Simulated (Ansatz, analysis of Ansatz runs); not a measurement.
## Reproducing a measured hyperfine coupling: N2V- centre in diamond

Subject: N2V- centre in diamond. Wanted: its hyperfine coupling, in one set-up (PBE, 64-site cell, PBE lattice, 420 eV, k: the single point 1/4 1/4 1/4 then 2x2x2 shifted 0.5 0.5 0.5, symmetric start). The model is a cell of 64 host atoms with 1 site emptied, N put on another atom's site and N put on another atom's site. The isotropic coupling follows from the spin density at the nucleus, the nuclear g-factor and the total spin. Another start tests whether the structure found is the lowest.

**The experiment.** 15N, isotropic: 4.02 MHz, by EPR (“Electron paramagnetic resonance of the N2V− defect in 15N-doped synthetic diamond”, 2015, B. L. Green et al.). 13C, the two neighbours of the vacancy, isotropic: 240.7 MHz, by EPR (“Electron paramagnetic resonance of the N2V− defect in 15N-doped synthetic diamond”, 2015, B. L. Green et al.). The calculation is set beside it at the end.

Calculated with Ansatz 0.2.0; plane-wave PAW DFT, PBE; relaxation of all atoms of a defect supercell.

## (1) Starting point

The cell holds 63 atoms: 61 C and 2 N. Cell: a = 7.143 Å, b = 7.143 Å, c = 7.143 Å, α = 90.0°, β = 90.0°, γ = 90.0°. It derives from C (space group Fd-3m). Nearest the centre at fractional (0.375, 0.375, 0.375): C41 at 1.55 Å, C48 at 1.55 Å, N26 at 1.55 Å, N4 at 1.55 Å, C37 at 2.53 Å, C36 at 2.53 Å, C52 at 2.53 Å, C45 at 2.53 Å. The cell carries charge −1.

The host's primitive cell comes from a first run (plane-wave PAW DFT, PBE; relaxation of the host's cell and atoms): vectors of 2.525, 2.525 and 2.525 Å. That is 5.69 Å³ an atom, 0.4 % over the diffraction cell's volume. The supercell is built on it.

## (2) Relaxation, charge −1

Every later number rests on the structure around the defect, so the atoms are relaxed at the host's lattice first.

The input, relax/input.yaml:

```yaml
relax:
  f_tol: 0.02
  max_steps: 80
  escape_saddle: false
crystal:
  lattice:
    - [7.14316351, 0.0, 0.0]
    - [0.0, 7.14316351, 0.0]
    - [0.0, 0.0, 7.14316351]
  atoms:
    - { symbol: C, position: [0.0, 0.0, 0.25] }
    - { symbol: C, position: [0.0, 0.25, 0.0] }
    - { symbol: C, position: [0.25, 0.0, 0.0] }
    - { symbol: "N", position: [0.25, 0.25, 0.25] }
    - { symbol: C, position: [0.125, 0.125, 0.375] }
    - { symbol: C, position: [0.125, 0.375, 0.125] }
    - { symbol: C, position: [0.375, 0.125, 0.125] }
    - { symbol: C, position: [0.0, 0.0, 0.75] }
    - { symbol: C, position: [0.0, 0.25, 0.5] }
    - { symbol: C, position: [0.25, 0.0, 0.5] }
    - { symbol: C, position: [0.25, 0.25, 0.75] }
    - { symbol: C, position: [0.125, 0.125, 0.875] }
    - { symbol: C, position: [0.125, 0.375, 0.625] }
    - { symbol: C, position: [0.375, 0.125, 0.625] }
    - { symbol: C, position: [0.375, 0.375, 0.875] }
    - { symbol: C, position: [0.0, 0.5, 0.25] }
    - { symbol: C, position: [0.0, 0.75, 0.0] }
    - { symbol: C, position: [0.25, 0.5, 0.0] }
    - { symbol: C, position: [0.25, 0.75, 0.25] }
    - { symbol: C, position: [0.125, 0.625, 0.375] }
    - { symbol: C, position: [0.125, 0.875, 0.125] }
    - { symbol: C, position: [0.375, 0.625, 0.125] }
    - { symbol: C, position: [0.375, 0.875, 0.375] }
    - { symbol: C, position: [0.0, 0.5, 0.75] }
    - { symbol: C, position: [0.0, 0.75, 0.5] }
    - { symbol: "N", position: [0.25, 0.5, 0.5] }
    - { symbol: C, position: [0.25, 0.75, 0.75] }
    - { symbol: C, position: [0.125, 0.625, 0.875] }
    - { symbol: C, position: [0.125, 0.875, 0.625] }
    - { symbol: C, position: [0.375, 0.625, 0.625] }
    - { symbol: C, position: [0.375, 0.875, 0.875] }
    - { symbol: C, position: [0.5, 0.0, 0.25] }
    - { symbol: C, position: [0.5, 0.25, 0.0] }
    - { symbol: C, position: [0.75, 0.0, 0.0] }
    - { symbol: C, position: [0.75, 0.25, 0.25] }
    - { symbol: C, position: [0.625, 0.125, 0.375] }
    - { symbol: C, position: [0.625, 0.375, 0.125] }
    - { symbol: C, position: [0.875, 0.125, 0.125] }
    - { symbol: C, position: [0.875, 0.375, 0.375] }
    - { symbol: C, position: [0.5, 0.0, 0.75] }
    - { symbol: C, position: [0.5, 0.25, 0.5] }
    - { symbol: C, position: [0.75, 0.0, 0.5] }
    - { symbol: C, position: [0.75, 0.25, 0.75] }
    - { symbol: C, position: [0.625, 0.125, 0.875] }
    - { symbol: C, position: [0.625, 0.375, 0.625] }
    - { symbol: C, position: [0.875, 0.125, 0.625] }
    - { symbol: C, position: [0.875, 0.375, 0.875] }
    - { symbol: C, position: [0.5, 0.5, 0.25] }
    - { symbol: C, position: [0.5, 0.75, 0.0] }
    - { symbol: C, position: [0.75, 0.5, 0.0] }
    - { symbol: C, position: [0.75, 0.75, 0.25] }
    - { symbol: C, position: [0.625, 0.625, 0.375] }
    - { symbol: C, position: [0.625, 0.875, 0.125] }
    - { symbol: C, position: [0.875, 0.625, 0.125] }
    - { symbol: C, position: [0.875, 0.875, 0.375] }
    - { symbol: C, position: [0.5, 0.5, 0.75] }
    - { symbol: C, position: [0.5, 0.75, 0.5] }
    - { symbol: C, position: [0.75, 0.5, 0.5] }
    - { symbol: C, position: [0.75, 0.75, 0.75] }
    - { symbol: C, position: [0.625, 0.625, 0.875] }
    - { symbol: C, position: [0.625, 0.875, 0.625] }
    - { symbol: C, position: [0.875, 0.625, 0.625] }
    - { symbol: C, position: [0.875, 0.875, 0.875] }
total_charge: -1
basis:
  ecutwfc: 420
  xc_grid: 2
hamiltonian:
  xc: pbe
kpoints:
  mp_grid: { grid: [1, 1, 1], shift: [0.25, 0.25, 0.25] }
magnetization:
  spin_polarized: true
  initial_magnetization: 1
  spin_locking: { lock_magnetization: hard }
scf:
  occupations: { method: fermi_dirac, width: 0.01 }
  max_iter: 120
output:
  forces: true
checkpoint:
  write: "../relax.run"
  compress: false
  write_wavefunctions: true
  write_every: 100000
```

Run with:

```bash
ansatz run input.yaml --threads 2 --pin off --max-ram 3768MiB --backend cpu --events-out ev --progress --plain --runs-dir out
```

Numbers of over 12 decimals in the logs are rounded to 6 here.

What it wrote:

```text
[... repeated set-up lines and file paths are left out, and long positions are rounded to six places ...]
Engine: ansatz 0.2.0, x86_64-unknown-linux-gnu
Pseudopotentials: kind: paw
Pseudopotential: C, paw, valence charge 4, recommended cutoff 420 eV (normal), C.paw.azcp
Pseudopotential: N, paw, valence charge 5, recommended cutoff 420 eV (normal), N.paw.azcp
Functional definition: PBE
  parameter kappa = 0.804
  parameter beta = 0.066725
  exchange = pbe_x(kappa = kappa, mu = beta*pi^2/3)
  correlation = pbe_c(beta = beta)
Crystal: 63 atoms, lattice volume = 364.478 Å³
Basis set: ecut = 420 eV, 7123 PW (Γ), exchange–correlation on 96×96×96 points (8 copies of the dense FFT grid, shifted against one another)
Bands: 191, of which v1, the nominal top of the filled ones, is band 128 counted from 1 (127 counted from 0)
Symmetry: 2 space group operations
k-points: 1
Non-local potential: C, projectors of the file, l = 0: 2, l = 1: 2, l = 2: 1
Non-local potential: N, projectors of the file, l = 0: 2, l = 1: 2, l = 2: 1
PAW form: soft (Blöchl's): semilocal exchange-correlation on the pseudo side does not see the compensation charge
PAW one-centre angular grid: C, 110 points (default); XC on 64 Gauss nodes
PAW one-centre angular grid: N, 110 points (default); XC on 64 Gauss nodes
Initial density: superposition of atomic densities (chi_scale 0.1, normalization cell, long waves kept (reshape's long-wave potential 0.33 eV rms))
Starting moments: Σ|m| = 1 μB on 63 of 63 sites
Initial wavefunctions: pseudopotential atomic-orbital guess
Functional: x = pbe(κ = 0.804, μ = 0.219515), c = pbe(β = 0.066725)
SCF iter   1: F=—  HF=-16062.366833 eV  |F-HF|=—  |Δ(HF+E_count)|=         —  Δρ=7.06e-2 (↑7.06e-2 ↓6.93e-2)  dr2=5.30e1  dr2_m=2.60e-1  M=1.000 μB ∫|m|=1.002 μB  β_m=0.30  ethr=3.10e-3  ⟨swp⟩=8.0  Hψ=1644  notcnv=0  defer=22
preconditioner: auto → Resta (q_TF=auto, 2.571 Å⁻¹)  ε∞=4.4  [insulator: Δε(μ)=0.544 eV  Ē_g=16.859 eV  σ=0.010 eV  W_gap=1.00  n_scr=92 (ndim 8)  ℏωp=31.1 eV  f_vac=0.000  D(μ)=0.00/eV (n_scr^D=0)  ε∞_Penn≈4.4]
spin=Collinear: Resta preconditioning applied to the charge; magnetization (m = ρ↑ − ρ↓) channel mixes plain (no charge-response kernel on spin).
SCF iter   2: F=—  HF=-16054.590830 eV  |F-HF|=—  |Δ(HF+E_count)|=    7.78e0  Δρ=5.11e-2 (↑5.11e-2 ↓5.04e-2)  dr2=2.78e1  dr2_m=1.40e-1  M=1.000 μB ∫|m|=1.014 μB  β_m=0.65  ethr=3.10e-3  ⟨swp⟩=3.0  Hψ=714  notcnv=0  defer=108
SCF iter   3: F=—  HF=-16045.998220 eV  |F-HF|=—  |Δ(HF+E_count)|=    8.59e0  Δρ=4.80e-3 (↑4.80e-3 ↓4.77e-3)  dr2=2.10e-1  dr2_m=3.49e-4  M=1.000 μB ∫|m|=1.106 μB  β_m=0.70  ethr=3.10e-3  ⟨swp⟩=3.0  Hψ=567  notcnv=0  defer=108
SCF iter   4: F=—  HF=-16046.096581 eV  |F-HF|=—  |Δ(HF+E_count)|=   9.84e-2  Δρ=2.16e-3 (↑2.16e-3 ↓2.15e-3)  dr2=4.02e-2  dr2_m=5.94e-5  M=1.000 μB ∫|m|=1.121 μB  β_m=0.76  ethr=8.22e-5  ⟨swp⟩=2.0  Hψ=600  notcnv=0  defer=114
SCF iter   5: F=—  HF=-16046.124384 eV  |F-HF|=—  |Δ(HF+E_count)|=   2.78e-2  Δρ=5.05e-4 (↑4.97e-4 ↓5.05e-4)  dr2=1.91e-3  dr2_m=4.88e-6  M=1.000 μB ∫|m|=1.127 μB  β_m=0.78  ethr=1.58e-5  ⟨swp⟩=3.0  Hψ=548  notcnv=0  defer=114
SCF iter   6: F=—  HF=-16046.126870 eV  |F-HF|=—  |Δ(HF+E_count)|=   2.49e-3  Δρ=1.15e-4 (↑1.15e-4 ↓1.07e-4)  dr2=1.13e-4  dr2_m=6.20e-7  M=1.000 μB ∫|m|=1.129 μB  β_m=0.80  ethr=7.50e-7  ⟨swp⟩=2.0  Hψ=536  notcnv=0  defer=114
SCF iter   7: F=—  HF=-16046.126976 eV  |F-HF|=—  |Δ(HF+E_count)|=   1.06e-4  Δρ=3.31e-5 (↑3.02e-5 ↓3.31e-5)  dr2=7.76e-6  dr2_m=7.24e-8  M=1.000 μB ∫|m|=1.130 μB  β_m=0.81  ethr=4.44e-8  ⟨swp⟩=2.0  Hψ=523  notcnv=0  defer=114
SCF iter   8: F=-16046.126984 eV  HF=-16046.126984 eV  |F-HF|=1.60e-7  |Δ(HF+E_count)|=   7.46e-6  Δρ=7.07e-6 (↑7.07e-6 ↓6.52e-6)  dr2=3.94e-7  dr2_m=8.68e-9  M=1.000 μB ∫|m|=1.130 μB  ethr=3.04e-9  ⟨swp⟩=3.0  Hψ=900  notcnv=0
SCF 1 converged in 8 iterations: F = -16046.126984 eV  dr2 = 3.94e-7
  greatest PAW one-centre occupation: 0.793 electrons in one spin orbital (limit 2), on the N atom at site 25 (counted from 0), in its partial waves of l = 0
relax step   1: F+E_penalty+E_count = -16046.12698369 eV  Δ(F+E_penalty+E_count) = +0.000e0 eV  max|allowed force component| = 2.014e0 eV/Å  Δτ_max = 0.0000 Å  (8 SCF iters, dr2 threshold 1.00e-5 eV, accepted)
[... the SCF cycles and remarks between the steps are left out from here to the last step ...]
relax step   2: F+E_penalty+E_count = -16046.79210103 eV  Δ(F+E_penalty+E_count) = -6.651e-1 eV  max|allowed force component| = 8.178e-1 eV/Å  Δτ_max = 0.1032 Å  (6 SCF iters, dr2 threshold 1.00e-4 eV, accepted)
relax step   3: F+E_penalty+E_count = -16047.01032657 eV  Δ(F+E_penalty+E_count) = -2.182e-1 eV  max|allowed force component| = 1.865e-1 eV/Å  Δτ_max = 0.0440 Å  (5 SCF iters, dr2 threshold 4.18e-5 eV, accepted)
relax step   4: F+E_penalty+E_count = -16047.01814771 eV  Δ(F+E_penalty+E_count) = -7.821e-3 eV  max|allowed force component| = 5.315e-2 eV/Å  Δτ_max = 0.0059 Å  (5 SCF iters, dr2 threshold 2.17e-6 eV, accepted)
SCF iter   1: F=—  HF=-16047.017955 eV  |F-HF|=—  |Δ(HF+E_count)|=         —  Δρ=1.59e-4 (↑1.59e-4 ↓1.42e-4)  dr2=1.56e-4  dr2_m=8.02e-6  M=1.000 μB ∫|m|=1.143 μB  β_m=0.30  ethr=6.43e-7  ⟨swp⟩=4.5  Hψ=889  notcnv=0  defer=114
SCF iter   2: F=—  HF=-16047.017934 eV  |F-HF|=—  |Δ(HF+E_count)|=   2.04e-5  Δρ=1.10e-4 (↑1.10e-4 ↓9.73e-5)  dr2=6.37e-5  dr2_m=4.27e-6  M=1.000 μB ∫|m|=1.143 μB  β_m=0.57  ethr=6.13e-8  ⟨swp⟩=2.0  Hψ=450  notcnv=0  defer=114
SCF iter   3: F=—  HF=-16047.018512 eV  |F-HF|=—  |Δ(HF+E_count)|=   5.78e-4  Δρ=1.91e-5 (↑1.91e-5 ↓1.72e-5)  dr2=2.00e-6  dr2_m=1.67e-7  M=1.000 μB ∫|m|=1.143 μB  β_m=0.61  ethr=2.50e-8  ⟨swp⟩=2.0  Hψ=463  notcnv=0  defer=114
SCF iter   4: F=—  HF=-16047.018512 eV  |F-HF|=—  |Δ(HF+E_count)|=   1.77e-7  Δρ=4.03e-6 (↑4.03e-6 ↓4.03e-6)  dr2=1.48e-7  dr2_m=7.78e-9  M=1.000 μB ∫|m|=1.142 μB  β_m=0.76  ethr=7.85e-10  ⟨swp⟩=2.0  Hψ=521  notcnv=0  defer=114
SCF iter   5: F=-16047.018512 eV  HF=-16047.018512 eV  |F-HF|=1.42e-10  |Δ(HF+E_count)|=   3.78e-8  Δρ=8.27e-7 (↑8.27e-7 ↓8.03e-7)  dr2=8.95e-9  dr2_m=2.18e-10  M=1.000 μB ∫|m|=1.142 μB  ethr=3.92e-11  ⟨swp⟩=4.0  Hψ=907  notcnv=0
SCF 5 converged in 5 iterations: F = -16047.018512 eV  dr2 = 8.95e-9
relax step   5: F+E_penalty+E_count = -16047.01851210 eV  Δ(F+E_penalty+E_count) = -3.644e-4 eV  max|allowed force component| = 5.739e-3 eV/Å  Δτ_max = 0.0022 Å  (5 SCF iters, accepted)
NSCF: frozen V_eff on 1 k-points
the band table was solved once a step of the walk had ended and its energy, with any forces and stress, was formed, with the checks that follow a solve (1836 applications of the Hamiltonian). They found nothing against the state; [...]
SCF converged after 5 iterations
Magnetization: 1.0000 μB (128.0000 up, 127.0000 down)
Absolute magnetization: 1.1429 μB (∫|ρ↑−ρ↓|, with the PAW one-centre terms)
Spin contamination: 0.0044 ħ² per cell (⟨S²⟩ above its minimum at these occupations)
Per-site moments (μB) at R_I (Å): [(0.00117595, 0.632964), (0.00117595, 0.632964), (0.000276048, 0.632921), [... 60 left out ...]
Free energy (F): -16047.018512 eV
Harris-Foulkes:  -16047.018512 eV  (|F-HF|=1.42e-10)
Internal energy: -16047.018512 eV  (E = F + TS)
E sigma→0 (E₀):  -16047.018512 eV
Fermi energy:    15.581267 (↑ 16.412787, ↓ 15.296898) eV
--- Per-component energies (eV) ---
  E_band       = 1017.422888
  E_kinetic    = 5902.405838
  E_local      = -4253.516079  (includes V_loc(G=0)·N_el)
  E_nonlocal   = 1719.679605
  E_hartree    = 971.750936
  E_xc         = -3097.821583
  E_vxc        = -3849.737669  (∫ρ·V_xc dr)
  E_paw        = -6307.409682  (= ΣΔE_a)
  E_vpaw       = -444.910989  (= ΣTr[D̂ρ^β])
  E_aug_tail   = 0.000755  (compensation charges beyond the density's cutoff)
  E_ewald      = -10982.108303
  E_smearing   = -0.000000  (= −TS)
  E_closure    = 0.000000  (closes the sum)
  E_deformation_potential = -21.072783  (in the stress; not in F)
  Σ components = -16047.018512   (vs F -16047.018512, Δ=0.00e0)
--- Forces (eV/Å), atoms counted from 1 ---
  atom   1  C     -0.00283509    -0.00383214    -0.00311287
  atom   2  C     -0.00283509    -0.00311287    -0.00383214
  [... 1 atom left out ...]
  atom   4  N     -0.00414957    -0.00244697    -0.00244697
  atom   5  C      0.00276612     0.00211905     0.00009640
  atom   6  C      0.00276612     0.00009640     0.00211905
  [... 2 atoms left out ...]
  atom   9  C     -0.00079003    -0.00192657     0.00042606
  [... 3 atoms left out ...]
  atom  13  C     -0.00233254     0.00304966     0.00373064
  [... 2 atoms left out ...]
  atom  16  C     -0.00079003     0.00042606    -0.00192657
  [... 3 atoms left out ...]
  atom  20  C     -0.00233254     0.00373064     0.00304966
  [... 5 atoms left out ...]
  atom  26  N      0.00167105    -0.00137229    -0.00137229
  [... 14 atoms left out ...]
  atom  41  C     -0.00195523    -0.00103826     0.00175212
  [... 6 atoms left out ...]
  atom  48  C     -0.00195523     0.00175212    -0.00103826
  [... 15 atoms left out ...]
  max |Σ_I F_I| component: 3.95e-5 eV/Å
--- Band table (eV) ---
  k-point 0 ↑: bands = ["-8.3528", "-7.5546", "-7.1399", "-6.9764", [... 183 left out ...] "22.7555", "22.8751", "23.2225", "23.2740"]
  k-point 0 ↓: bands = ["-8.3448", "-7.5506", "-7.1268", "-6.9606", [... 183 left out ...] "22.7828", "22.9081", "23.2808", "23.3140"]
--- Relaxed structure (5 steps of the walk, 5 accepted, 0 SCFs on fresh bases) ---
  F+E_penalty+E_count = -16047.01851210 eV   max|allowed force component| = 5.739e-3 eV/Å
  atoms:
    - { symbol: C, position: [-0.000801, -0.001254, 0.249842] }
    - { symbol: C, position: [-0.000801, 0.249842, -0.001254] }
    [... 1 atom left out ...]
    - { symbol: N, position: [0.240029, 0.239901, 0.239901] }
    - { symbol: C, position: [0.126453, 0.126342, 0.369142] }
    - { symbol: C, position: [0.126453, 0.369142, 0.126342] }
    [... 2 atoms left out ...]
    - { symbol: C, position: [0.002637, 0.252473, 0.497389] }
    [... 3 atoms left out ...]
    - { symbol: C, position: [0.125846, 0.380825, 0.624201] }
    [... 2 atoms left out ...]
    - { symbol: C, position: [0.002637, 0.497389, 0.252473] }
    [... 3 atoms left out ...]
    - { symbol: C, position: [0.125846, 0.624201, 0.380825] }
    [... 5 atoms left out ...]
    - { symbol: N, position: [0.238988, 0.510911, 0.510911] }
    [... 14 atoms left out ...]
    - { symbol: C, position: [0.510319, 0.244262, 0.505195] }
    [... 6 atoms left out ...]
    - { symbol: C, position: [0.510319, 0.505195, 0.244262] }
    [... 15 atoms left out ...]
```

Wall time 26 s (2 threads of Intel Xeon 6975P-C (Granite Rapids), shared host); peak memory 1.1 GiB.

Relaxation path:

```
step  energy less that of the first step (eV)  largest force component (eV/Å)
   1                                   0.0000                          2.0144
   2                                  -0.6651                          0.8178
   3                                  -0.8833                          0.1865
   4                                  -0.8912                          0.0532
   5                                  -0.8915                          0.0057
```

The run keeps the 2 symmetry operations that it works with, so distortions that break them were not tested.

The atoms that moved most (Å):

```
atom      dx      dy      dz  length
 N26  -0.079   0.078   0.078   0.135
  N4  -0.071  -0.072  -0.072   0.124
 C41   0.074  -0.041   0.037   0.092
 C48   0.074   0.037  -0.041   0.092
 C22   0.016  -0.029   0.030   0.045
 C14   0.016   0.030  -0.029   0.045
  C6   0.010  -0.042   0.010   0.044
  C5   0.010   0.010  -0.042   0.044
```

The atoms nearest to the centre after the run:

```
atom  distance (Å)
 C41         1.634
 C48         1.634
  N4         1.671
 N26         1.682
 C22         2.484
 C14         2.484
  C6         2.512
  C5         2.512
 C52         2.513
 C45         2.513
  C7         2.515
 C37         2.516
 C36         2.516
 C13         2.518
 C20         2.518
 C30         2.520
```

Numbers from this step:

* free energy: -16047.0185 eV
* total moment: 1 μB
* integral of the absolute spin density: 1.143 μB
* spin contamination: 0.004447

The relaxation ends 14 meV an atom lower, with a largest force component of 0.0057 eV/Å.

[end of part 1 of 2]

[Logs are printed without paths, hosts, clocks, repeated set-up lines and the standing remarks that a program may print on its own settings, such as how far it seeks lower states.]

[Hosts, paths, dates, database ids (printed as entryN), source tags and the programs' standing remarks are cut or masked in the printed files.]

[For some hosts the program warned that the k-mesh of the response run may be too coarse for force constants and the static dielectric constant; such warnings are not shown here.]
